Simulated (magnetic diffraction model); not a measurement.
## Which magnetic order? PrAsP

Space group P2_1/c (no. 14), a = 4.1640 Å, b = 6.8440 Å, c = 10.5640 Å, β = 106.10°.

| site | atom | x | y | z |
| --- | --- | --- | --- | --- |
| 4e | Pr | 0.9090 | 0.6856 | 0.1418 |
| 4e | As | 0.2778 | 0.6199 | 0.4527 |
| 4e | P | 0.4517 | 0.3557 | 0.1647 |

This is a made-up structure (elements placed in a structure type, unrelaxed), so the numbers test the method and describe no known phase.

Only Pr is taken to order (form factors of Pr3+); orders and moment sizes are assumed, and not adapted to the symmetry. Radiation: neutrons of λ = 2.36 Å, 3° to 45°; isotropic B of 0.47 Å² (Pr), 0.6 Å² (As) and 0.8 Å² (P). Simulated constant-wavelength pattern: nuclear and magnetic terms add, the magnetic one as |2.695 fm × Σ f S⊥ exp(2πi Q·r) exp(−B s²)|², summed over all Q at one angle with the factor 1/(sin²θ cos θ). For collinear order S is the moment m, which repeats by lattice and centring translations R with the sign exp(−2πi k·R). Free-ion form factors, Sears's scattering lengths of 1992, no absorption; a label names one of the reflections at its angle. The strongest nuclear line in the range is 100, and lines under 0.2 are left out.

Above the ordering temperature:

| 2θ (°) | index | I |
| --- | --- | --- |
| 24.00 | (0 1 1) | 92.5 |
| 26.89 | (0 0 2) | 45.6 |
| 33.65 | (0 1 2) | 53.3 |
| 34.31 | (1 0 0) | 32.2 |
| 37.44 | (1 0 -2) | 100.0 |
| 38.96 | (1 1 -1) | 29.6 |
| 39.95 | (1 1 0) | 9.3 |
| 40.34 | (0 2 0) | 80.3 |
| 42.68 | (0 2 1) | 0.6 |
| 42.73 | (1 1 -2) | 59.7 |

Below it (cell unchanged):

```tsv
2θ (°)	I
13.35	468.4
24.00	376.6
26.89	45.6
33.17	377.1
33.65	102.8
34.31	32.2
37.44	100.0
38.96	34.5
39.95	29.1
40.34	172.4
40.45	17.2
40.83	16.2
42.68	85.6
42.73	90.0
```

**Question.** Find the propagation vector, then choose among these models:
A. collinear moments along [111], 2.8 μB on Pr; signs + at (0.9090, 0.6856, 0.1418), + at (0.0910, 0.1856, 0.3582), − at (0.0910, 0.3144, 0.8582), − at (0.9090, 0.8144, 0.6418)
B. collinear moments along [100], 2.8 μB on Pr; signs + at (0.9090, 0.6856, 0.1418), − at (0.0910, 0.1856, 0.3582), + at (0.0910, 0.3144, 0.8582), + at (0.9090, 0.8144, 0.6418)
C. collinear moments along [111], 2.8 μB on Pr; signs + at (0.9090, 0.6856, 0.1418), − at (0.0910, 0.1856, 0.3582), + at (0.0910, 0.3144, 0.8582), + at (0.9090, 0.8144, 0.6418)
D. collinear moments along [100], 2.8 μB on Pr; signs + at (0.9090, 0.6856, 0.1418), + at (0.0910, 0.1856, 0.3582), − at (0.0910, 0.3144, 0.8582), − at (0.9090, 0.8144, 0.6418)

No line moves, and magnetic intensity falls on nuclear lines such as the one at 24.00°; new lines at (0 0 1), (1 0 -1) and (1 0 1) have whole indices that obey the lattice centring, at places with no nuclear intensity to speak of, so the magnetic cell equals the chemical primitive cell: k = 0.

Magnetic intensity, observed (below minus above) and for each model:

| 2θ (°) | index | observed | A | B | C | D |
| --- | --- | --- | --- | --- | --- | --- |
| 13.35 | (0 0 1) | 468.4 | 468.4 | 606.0 | 193.6 | 1465.9 |
| 19.86 | (0 1 0) | <0.2 | <0.2 | 272.0 | 187.9 | <0.2 |
| 24.00 | (0 1 1) | 284.1 | 284.1 | 370.1 | 324.1 | 494.4 |
| 26.89 | (0 0 2) | <0.2 | <0.2 | 146.8 | 46.9 | <0.2 |
| 33.17 | (1 0 -1) | 377.1 | 377.1 | 1.4 | 95.4 | 5.5 |
| 33.65 | (0 1 2) | 49.5 | 49.5 | 185.2 | 59.4 | 109.8 |
| 38.96 | (1 1 -1) | 4.9 | 4.9 | 38.0 | 125.5 | 1.5 |
| 40.34 | (0 2 0) | 92.1 | 92.1 | 63.6 | 43.9 | 133.3 |

Model A matches.

The absence at (0 1 0) is telling: the sublattices cancel there.

The structure used: k = (0 0 0), collinear moments along [111], 2.8 μB on Pr; signs + at (0.9090, 0.6856, 0.1418), + at (0.0910, 0.1856, 0.3582), − at (0.0910, 0.3144, 0.8582), − at (0.9090, 0.8144, 0.6418).

[Logs are printed without paths, hosts, clocks, repeated set-up lines and the standing remarks that a program may print on its own settings, such as how far it seeks lower states.]
